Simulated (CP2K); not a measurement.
The O K edge of isocyanic acid was computed by TDDFT (CP2K XAS_TDP, aug-cc-pVTZ, TDA) at these levels: PBEh(45%), PBEh(45%) + GW2X and PBEh(60%). The first three lines of O3 (bonded to C) with a strength over 0.0015, energy in eV and strength:

| run | first | second | third |
| --- | --- | --- | --- |
| 1 | 532.30 (0.036) | 533.95 (0.032) | 534.91 (0.006) |
| 2 | 529.25 (0.036) | 530.90 (0.032) | 531.86 (0.006) |
| 3 | 535.14 (0.042) | 536.95 (0.037) | 538.42 (0.012) |

Q: Which run is which?

Run 1: PBEh(45%) + GW2X (45 % exact exchange). Run 2: PBEh(45%) (45 % exact exchange). Run 3: PBEh(60%) (60 % exact exchange). Self-interaction lifts the core level, so the uncorrected lines rise with the share of exact exchange. The GW2X run keeps the spacings of its parent: 1.65 eV between the first two lines in run 1, 1.65 eV in run 2. Its shift is +3.05 eV, since the Kohn–Sham level at this share of exchange lies that far above the quasiparticle level.

[Hosts, paths, dates, database ids (printed as entryN), source tags and the programs' standing remarks are cut or masked in the printed files.]
